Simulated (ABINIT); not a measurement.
An input for ABINIT 10.8.3 (SnSe2 (P-3m1)):

```
acell 3*1.0 Angstrom
rprim 
  3.810999999987 0.000000000003 0.000000000000
  -1.905499999996 3.300422813810 0.000000000000
  0.000000000000 0.000000000000 6.136000000000
ntypat 2
znucl 50 34
natom 3
typat 1 2 2
xred 
  0.000000000000 0.000000000000 0.000000000000
  0.333333333333 0.666666666667 0.249000000000
  0.666666666667 0.333333333333 0.751000000000
pp_dirpath "pseudos"
pseudos "Sn.upf, Se.upf"
ecut 48
ngkpt 3 3 2
nshiftk 1
shiftk 0 0 0
kptopt 1
chksymbreak 0
istwfk *1
occopt 1
irdwfk 1
optdriver 4
nband 237
gwcalctyp 10
ecutsigx 48
symsigma 1
nkptgw 6
kptgw 
  0.0000000000 0.0000000000 0.0000000000
  0.3333333333 0.0000000000 0.0000000000
  0.3333333333 0.3333333333 0.0000000000
  0.0000000000 0.0000000000 0.5000000000
  0.3333333333 0.0000000000 0.5000000000
  0.3333333333 0.3333333333 0.5000000000
bdgw 
  30 39
  30 39
  30 39
  30 39
  30 39
  30 39
ecuteps 6
irdscr 1
ppmodel 1
irdqps 1
indata_prefix "in"
outdata_prefix "out"
tmpdata_prefix "tmp"
```

```sh
OMP_NUM_THREADS=1 mpirun -n 8 abinit run.abi > log
```

Question: Estimate wall time and host memory on 8 MPI ranks of Intel Xeon Platinum 8259CL at 2.50GHz (Skylake/Cascade Lake), shared host.

It took 2.3 min; on shared hardware allow 70 s to 4.6 min. Peak host memory was 3.1 GiB.

[Paths, hosts, dates, memory and timing lines, banners, echoed tables and standing remarks are left out of the program output.]

[Logs are printed without paths, hosts, clocks, repeated set-up lines and the standing remarks that a program may print on its own settings, such as how far it seeks lower states.]

[Runs of the session that timed out or met a known fault of the program may be left out.]

[Hosts, paths, dates, database ids (printed as entryN), source tags and the programs' standing remarks are cut or masked in the printed files.]

[G0W0 gaps are taken among the corrected bands and points alone; a level outside them can change the order at an edge.]

[Where Ansatz stands beside ABINIT at settings called matched, ABINIT's density can come from a denser mesh and the files from another edition; pairs whose starting gaps differed by over 0.03 eV were left out, so agreement reads better than it is.]
